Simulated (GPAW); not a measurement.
## LiRh3 (Imm2): the Li K absorption edge

What does one-electron theory with a core hole give for the Li K edge of LiRh3 (Imm2)?

Program: GPAW 26.7.0. Level of theory: X-ray absorption from dipole matrix elements to empty bands, plane-wave PAW LDA. Results are calculated unless marked as measured.

This is a report of a sequence of runs, with most program output left out.

### Step 1. Starting point

Symmetry: Imm2, No. 44, orthorhombic system. Conventional cell: a = 2.661 Å, b = 8.589 Å, c = 4.643 Å, α = 90.00°, β = 90.00°, γ = 90.00°. Rh has 8 Rh at 2.62 to 2.66 Å and 4 Li at 2.63 to 2.72 Å nearest. Rh has 3 Li at 2.57 to 2.70 Å and 9 Rh at 2.62 to 2.68 Å nearest. Nearest to Li lie 10 Rh at 2.57 to 2.72 Å and 2 Li at 2.66 Å. Farther neighbours are not listed.

Coordinates:

```cif
data_structure
_symmetry_space_group_name_H-M 'Imm2'
_symmetry_Int_Tables_number 44
_cell_length_a 2.6606
_cell_length_b 8.5894
_cell_length_c 4.6435
_cell_angle_alpha 90.000
_cell_angle_beta 90.000
_cell_angle_gamma 90.000
_cell_volume 106.12
loop_
_atom_site_label
_atom_site_type_symbol
_atom_site_symmetry_multiplicity
_atom_site_Wyckoff_symbol
_atom_site_fract_x
_atom_site_fract_y
_atom_site_fract_z
_atom_site_occupancy
Rh1 Rh 2 b 0.50000 0.00000 0.49816 1
Rh2 Rh 4 d 0.50000 0.25547 0.80567 1
Li1 Li 2 a 0.00000 0.00000 0.98749 1
```

### Step 2. The field without a hole

The ground state comes first: it tells whether the system has a gap, which decides how the excited electron is treated.

File scf.py:

```python
import numpy as np
from ase import Atoms
from ase.parallel import parprint, paropen
from gpaw import GPAW, PW, FermiDirac, Mixer, MixerDif, setup_paths
from gpaw.test import gen
setup_paths.insert(0, '.')
gen('Li', name='nch1s', xcname='LDA', corehole=(1, 0, 0), write_xml=True)
from gpaw.mpi import world
world.barrier()

atoms = Atoms('Rh3Li',
    cell=[[-1.33029883, 4.29470124, 2.32173879],
     [1.33029883, -4.29470124, 2.32173879],
     [1.33029883, 4.29470124, -2.32173879]],
    scaled_positions=[[0.49815923, 0.99815923, 0.5],
     [0.06114124, 0.30567457, 0.75546667],
     [0.55020789, 0.30567457, 0.24453332],
     [0.98749165, 0.98749165, 0]],
    pbc=True)
atoms.calc = calc = GPAW(legacy_gpaw=True, mode=PW(500), xc='LDA', setups={3: 'nch1s'},
    kpts={'size': (11, 11, 11), 'gamma': True}, occupations=FermiDirac(0.05),
    charge=0, mixer=Mixer(0.1, 5, 50), maxiter=150,
    convergence={'density': 0.0001}, txt='scf.txt')
energy = atoms.get_potential_energy() + calc.get_reference_energy()
ef = calc.get_fermi_level()
out = dict(energy=energy, fermi=ef, forces=atoms.get_forces().tolist())
parprint(f'all-electron energy {energy:.4f} eV, Fermi level {ef:.4f} eV')
ev = np.array([[calc.get_eigenvalues(k, s) for k in range(len(calc.get_ibz_k_points()))] for s in range(calc.get_number_of_spins())])
out['homo'], out['lumo'], out['counts'] = ev[ev < ef].max(), ev[ev > ef].min(), sorted(set((ev < ef).sum((0, 2)).tolist()))
out['filled'] = (ev[:, 0] < ef).sum(1).tolist()
import json
with paropen('out.json', 'w') as f:
    json.dump(out, f)
```

Command:

```
$ OMP_NUM_THREADS=1 mpirun -n 4 gpaw python scf.py
```

Elapsed: 91 s, on 4 MPI ranks of Arm Neoverse V2, shared host; peak memory 0.26 GiB; 6 min of CPU time.

The mesh shows no gap, so the system is treated as a metal and the core electron is put at the Fermi level (neutral cell).

### Step 3. Reference energy of the supercell

The photon energy needs a difference of total energies, so the cell and mesh of the coming hole run are first run without a hole.

File scf.py:

```python
import numpy as np
from ase import Atoms
from ase.parallel import parprint, paropen
from gpaw import GPAW, PW, FermiDirac, Mixer, MixerDif, setup_paths
from gpaw.test import gen
setup_paths.insert(0, '.')
gen('Li', name='nch1s', xcname='LDA', corehole=(1, 0, 0), write_xml=True)
from gpaw.mpi import world
world.barrier()

atoms = Atoms('Rh21Li7',
    cell=[[5.32119532, 0, -4.64347758],
     [-6.65149415, 4.29470124, -2.32173879],
     [6.65149415, 4.29470124, 2.32173879]],
    scaled_positions=[[0.71560055, 0.78624022, 0.21375978],
     [0.00131484, 0.50052593, 0.49947407],
     [0.14417198, 0.35766879, 0.64233121],
     [0.85845769, 0.64338308, 0.35661692],
     [0.28702912, 0.21481165, 0.78518835],
     [0.42988626, 0.07195451, 0.92804549],
     [0.57274341, 0.92909736, 0.07090264],
     [0.21023245, 0.23955966, 0.27137369],
     [0.49594674, 0.95384537, 0.55708798],
     [0.63880388, 0.81098823, 0.69994512],
     [0.3530896, 0.09670251, 0.41423084],
     [0.78166103, 0.66813108, 0.84280226],
     [0.92451817, 0.52527394, 0.98565941],
     [0.06737531, 0.3824168, 0.12851655],
     [0.78166103, 0.15719774, 0.33186891],
     [0.06737531, 0.87148345, 0.6175832],
     [0.21023245, 0.72862631, 0.76044034],
     [0.92451817, 0.01434059, 0.47472606],
     [0.3530896, 0.58576916, 0.90329749],
     [0.49594674, 0.44291202, 0.04615463],
     [0.63880388, 0.30005488, 0.18901177],
     [0.29464882, 0.71785953, 0.28214047],
     [0.58036311, 0.43214524, 0.56785476],
     [0.72322025, 0.2892881, 0.7107119],
     [0.43750596, 0.57500239, 0.42499761],
     [0.86607739, 0.14643096, 0.85356904],
     [0.00893454, 0.00357381, 0.99642619],
     [0.15179168, 0.86071667, 0.13928333]],
    pbc=True)
atoms.calc = calc = GPAW(legacy_gpaw=True, mode=PW(500), xc='LDA', setups={21: 'nch1s'},
    kpts={'size': (3, 3, 3), 'gamma': True}, occupations=FermiDirac(0.1),
    charge=0, mixer=Mixer(0.1, 5, 50), maxiter=150,
    convergence={'density': 0.0001}, txt='scf.txt')
energy = atoms.get_potential_energy() + calc.get_reference_energy()
ef = calc.get_fermi_level()
out = dict(energy=energy, fermi=ef, forces=atoms.get_forces().tolist())
parprint(f'all-electron energy {energy:.4f} eV, Fermi level {ef:.4f} eV')
ev = np.array([[calc.get_eigenvalues(k, s) for k in range(len(calc.get_ibz_k_points()))] for s in range(calc.get_number_of_spins())])
out['homo'], out['lumo'], out['counts'] = ev[ev < ef].max(), ev[ev > ef].min(), sorted(set((ev < ef).sum((0, 2)).tolist()))
out['filled'] = (ev[:, 0] < ef).sum(1).tolist()
import json
with paropen('out.json', 'w') as f:
    json.dump(out, f)
```

The job ended after 4.8 min (4 MPI ranks; peak memory 0.52 GiB).

Reference energy: -2731790.166 eV with the cores included.

### Step 4. Spectrum with XCH, Li atom 4

The holes are 7.1 Å apart. In GPAW the data set carries the hole's charge, so charge=0 means a charged cell and charge=-1 a neutral one. The excited electron is kept in the cell, where it fills the lowest empty states and screens the hole. After the field has converged, empty bands are computed with the density fixed and the dipole matrix elements are summed.

The absorber has 4 Rh at 2.57 to 2.63 Å, 2 Li at 2.66 Å and 6 Rh at 2.70 to 2.72 Å (anticuboctahedral, as in hcp, site symmetry mm2).

xas.py, as its differences from scf.py of step 3:

```diff
@@ -6,3 +6,3 @@
 setup_paths.insert(0, '.')
-gen('Li', name='nch1s', xcname='LDA', corehole=(1, 0, 0), write_xml=True)
+gen('Li', name='fch1s', xcname='LDA', corehole=(1, 0, 1), write_xml=True)
 from gpaw.mpi import world
@@ -43,5 +43,5 @@
     pbc=True)
-atoms.calc = calc = GPAW(legacy_gpaw=True, mode=PW(500), xc='LDA', setups={21: 'nch1s'},
+atoms.calc = calc = GPAW(legacy_gpaw=True, mode=PW(500), xc='LDA', setups={21: 'fch1s'},
     kpts={'size': (3, 3, 3), 'gamma': True}, occupations=FermiDirac(0.1),
-    charge=0, mixer=Mixer(0.1, 5, 50), maxiter=150,
+    charge=-1, mixer=Mixer(0.1, 5, 50), maxiter=150,
     convergence={'density': 0.0001}, txt='scf.txt')
@@ -54,2 +54,40 @@
 out['filled'] = (ev[:, 0] < ef).sum(1).tolist()
+
+from ase.units import Ha
+from gpaw.xas import dipole_matrix_elements
+nb = int(calc.get_number_of_electrons() / 2) + 328
+top, nb = nb, nb + 8 + nb // 12
+nscf = calc.fixed_density(kpts={'size': (4, 3, 3), 'gamma': True}, nbands=nb,
+    convergence={'bands': top, 'eigenstates': 1e-5}, maxiter=60, txt='nscf.txt')
+cell = atoms.cell.array
+ops = [cell.T @ U.T @ np.linalg.inv(cell.T) for U in nscf.wfs.kd.symmetry.op_scc]
+E = np.arange(-6, 34, 0.1)
+fwhm = np.interp(E, [4, 25], [0.9, 3.5])
+Y, X, zero, highest = 0, 0, 1e9, 1e9
+for spin in range(nscf.get_number_of_spins()):
+    wfs = nscf.wfs
+    A = dipole_matrix_elements(wfs.setups[21])
+    eps = np.zeros((wfs.kd.nibzkpts, nb))
+    d = np.zeros((3, A.shape[1], wfs.kd.nibzkpts, nb), complex)
+    for kpt in wfs.kpt_u:
+        if kpt.s == spin and 21 in kpt.P_ani:
+            eps[kpt.k] = kpt.eps_n * Ha
+            d[:, :, kpt.k] = (kpt.weight * wfs.nspins / 2) ** 0.5 * np.inner(A, kpt.P_ani[21])
+    world.sum(eps)
+    world.sum(d)
+    T = np.einsum('amkn,bmkn->abkn', d, d.conj()).real
+    T = sum(np.einsum('ai,ijkn,bj->abkn', R, T, R) for R in ops) / len(ops)
+    empty = eps > ef
+    zero, highest = min(zero, eps[empty].min()), min(highest, eps[:, top - 1].min())
+    lines = [(eps, T, empty)] if spin == 0 else lines + [(eps, T, empty)]
+for eps, T, empty in lines:
+    f = np.einsum('aakn->akn', T).reshape(3, -1)
+    x = eps.ravel() - zero
+    w = np.interp(x, E, fwhm) / 2.35482
+    g = np.exp(-0.5 * ((E[:, None] - x) / w) ** 2) / (w * (2 * np.pi) ** 0.5)
+    Y = Y + (f * empty.ravel()) @ g.T
+    X = X + (f * ~empty.ravel()) @ g.T
+out.update(E=E.round(2).tolist(), xas=Y.tolist(), xes=X.tolist(), zero=zero, valid=highest - zero, nk=len(eps), nb=nb)
+for i in range(0, len(E), 10):
+    parprint(f'{E[i]:7.2f}', *(f'{v:10.3e}' for v in Y[:, i]))
 import json
```

Command:

```
$ OMP_NUM_THREADS=1 mpirun -n 4 gpaw python xas.py
```

The job ended after 23 min (4 MPI ranks; peak memory 1.3 GiB; 1.5 h of CPU time).

The Li K spectrum, Li atom 4, excited-electron core hole (neutral cell) (energy from the lowest empty level; intensity scaled to a mean of 1 over the first 20 eV; polarised curves are means over the symmetry-equivalent atoms):

| E (eV) | isotropic | ε ∥ x | ε ∥ y | ε ∥ z |
| --- | --- | --- | --- | --- |
| -2.0 | 0.00 | 0.00 | 0.00 | 0.00 |
| -1.5 | 0.00 | 0.00 | 0.00 | 0.00 |
| -1.0 | 0.00 | 0.00 | 0.00 | 0.00 |
| -0.5 | 0.01 | 0.01 | 0.01 | 0.01 |
| 0.0 | 0.06 | 0.06 | 0.07 | 0.05 |
| 0.5 | 0.15 | 0.16 | 0.16 | 0.12 |
| 1.0 | 0.33 | 0.42 | 0.33 | 0.26 |
| 1.5 | 0.66 | 0.95 | 0.46 | 0.58 |
| 2.0 | 0.92 | 1.40 | 0.58 | 0.79 |
| 2.5 | 1.11 | 1.56 | 0.84 | 0.92 |
| 3.0 | 1.18 | 1.53 | 0.94 | 1.07 |
| 3.5 | 1.21 | 1.35 | 1.08 | 1.21 |
| 4.0 | 1.07 | 1.05 | 1.16 | 1.02 |
| 4.5 | 0.82 | 0.74 | 0.91 | 0.81 |
| 5.0 | 0.90 | 0.79 | 1.01 | 0.90 |
| 5.5 | 0.91 | 0.82 | 1.03 | 0.88 |
| 6.0 | 0.81 | 0.79 | 0.89 | 0.74 |
| 6.5 | 0.73 | 0.79 | 0.78 | 0.64 |
| 7.0 | 0.86 | 1.06 | 0.76 | 0.75 |
| 7.5 | 1.12 | 1.51 | 0.91 | 0.94 |
| 8.0 | 1.48 | 1.81 | 1.43 | 1.19 |
| 8.5 | 1.94 | 1.95 | 2.17 | 1.71 |
| 9.0 | 2.19 | 1.85 | 2.42 | 2.29 |
| 9.5 | 2.04 | 1.52 | 2.06 | 2.55 |
| 10.0 | 1.72 | 1.17 | 1.60 | 2.39 |
| 10.5 | 1.46 | 0.98 | 1.40 | 1.99 |
| 11.0 | 1.32 | 0.95 | 1.38 | 1.62 |
| 11.5 | 1.28 | 1.05 | 1.37 | 1.41 |
| 12.0 | 1.29 | 1.22 | 1.33 | 1.32 |
| 12.5 | 1.29 | 1.39 | 1.29 | 1.19 |
| 13.0 | 1.25 | 1.47 | 1.27 | 1.01 |
| 13.5 | 1.15 | 1.39 | 1.21 | 0.86 |
| 14.0 | 1.03 | 1.21 | 1.09 | 0.80 |
| 14.5 | 0.91 | 0.99 | 0.95 | 0.79 |
| 15.0 | 0.81 | 0.79 | 0.84 | 0.79 |
| 15.5 | 0.72 | 0.64 | 0.77 | 0.76 |
| 16.0 | 0.66 | 0.57 | 0.72 | 0.70 |
| 16.5 | 0.63 | 0.59 | 0.66 | 0.64 |
| 17.0 | 0.62 | 0.67 | 0.60 | 0.58 |
| 17.5 | 0.62 | 0.76 | 0.54 | 0.54 |
| 18.0 | 0.61 | 0.82 | 0.50 | 0.52 |
| 18.5 | 0.60 | 0.82 | 0.46 | 0.52 |
| 19.0 | 0.58 | 0.77 | 0.45 | 0.54 |
| 19.5 | 0.57 | 0.70 | 0.44 | 0.55 |
| 20.0 | 0.56 | 0.65 | 0.46 | 0.56 |
| 20.5 | 0.56 | 0.63 | 0.48 | 0.57 |
| 21.0 | 0.57 | 0.64 | 0.51 | 0.57 |
| 21.5 | 0.59 | 0.65 | 0.54 | 0.56 |
| 22.0 | 0.60 | 0.66 | 0.58 | 0.56 |
| 22.5 | 0.60 | 0.65 | 0.61 | 0.56 |
| 23.0 | 0.60 | 0.62 | 0.63 | 0.56 |
| 23.5 | 0.60 | 0.59 | 0.65 | 0.56 |
| 24.0 | 0.59 | 0.56 | 0.66 | 0.57 |
| 24.5 | 0.59 | 0.53 | 0.65 | 0.58 |
| 25.0 | 0.59 | 0.51 | 0.65 | 0.60 |
| 25.5 | 0.59 | 0.51 | 0.65 | 0.63 |
| 26.0 | 0.60 | 0.50 | 0.65 | 0.66 |
| 26.5 | 0.62 | 0.51 | 0.66 | 0.68 |
| 27.0 | 0.63 | 0.52 | 0.67 | 0.70 |
| 27.5 | 0.65 | 0.54 | 0.69 | 0.71 |
| 28.0 | 0.66 | 0.56 | 0.71 | 0.71 |
| 28.5 | 0.67 | 0.58 | 0.72 | 0.70 |
| 29.0 | 0.67 | 0.60 | 0.72 | 0.70 |
| 29.5 | 0.67 | 0.61 | 0.70 | 0.70 |
| 30.0 | 0.67 | 0.63 | 0.68 | 0.71 |
| 30.5 | 0.67 | 0.64 | 0.65 | 0.72 |
| 31.0 | 0.66 | 0.64 | 0.62 | 0.74 |
| 31.5 | 0.65 | 0.64 | 0.59 | 0.74 |
| 32.0 | 0.63 | 0.62 | 0.56 | 0.72 |

Main maxima below 24 eV (height): 3.6 eV (1.21), 5.3 eV (0.93) and 9.0 eV (2.19). A K edge sees empty p states on the absorber.

The total-energy difference is 55.30 eV. One term is added: -3.34 eV, since the hole is spin-paired here and a spin-polarised one costs that much less in the free atom (computed apart). The photon energy is then 51.96 eV. The tabulated edge of the element is 54.7 eV. The functional leaves an error in such absolute values: in the free atom LDA prices this hole 1.0 eV below PBE (computed apart), and PBE is itself good to a few eV.

### Step 5. What came out

| Item | Value |
| --- | --- |
| absorber and edge | Li K, atom 4 of the ground-state input (counted from 1) |
| surroundings | 4 Rh at 2.57 to 2.63 Å, 2 Li at 2.66 Å and 6 Rh at 2.70 to 2.72 Å (anticuboctahedral, as in hcp, site symmetry mm2) |
| highest intensity below 16 eV | 9.0 eV above the zero, height 2.19 |
| photon energy of the zero, with the added terms | 52.0 eV (raw 55.3 eV; LDA puts this hole about 1 eV below PBE, itself good to a few eV) |

In words: The Li K edge of atom 4, with 4 Rh at 2.57 to 2.63 Å, 2 Li at 2.66 Å and 6 Rh at 2.70 to 2.72 Å (anticuboctahedral, as in hcp, site symmetry mm2), has its highest intensity of the first 16 eV at 9.0 eV above the zero, near 61 eV in photon energy (LDA puts this hole about 1 eV below PBE, itself good to a few eV), 2.2 times the mean level of the first 20 eV (Gaussian full width 0.9 eV up to 4 eV, rising linearly to 3.5 eV at 25 eV). At the Li K edge of atom 4 polarisation matters most near 10.0 eV, where the curves differ by 1.2 on this scale. The mesh is coarse (0.30 Å⁻¹ between points), so small maxima may be mesh ripples. The structure is a computed Materials Project entry and may be a hypothetical form.

[Logs are printed without paths, hosts, clocks, repeated set-up lines and the standing remarks that a program may print on its own settings, such as how far it seeks lower states.]

[Hosts, paths, dates, database ids (printed as entryN), source tags and the programs' standing remarks are cut or masked in the printed files.]

[Lists of maxima count a maximum above −3 eV only where it reaches 4 % of the highest in the window and stands out from its surroundings by 2 % of it (1.5 % where it reaches 55 %); shoulders and weaker maxima are passed over, and of the rest the first, up to two pre-edge ones and the few strongest are named.]
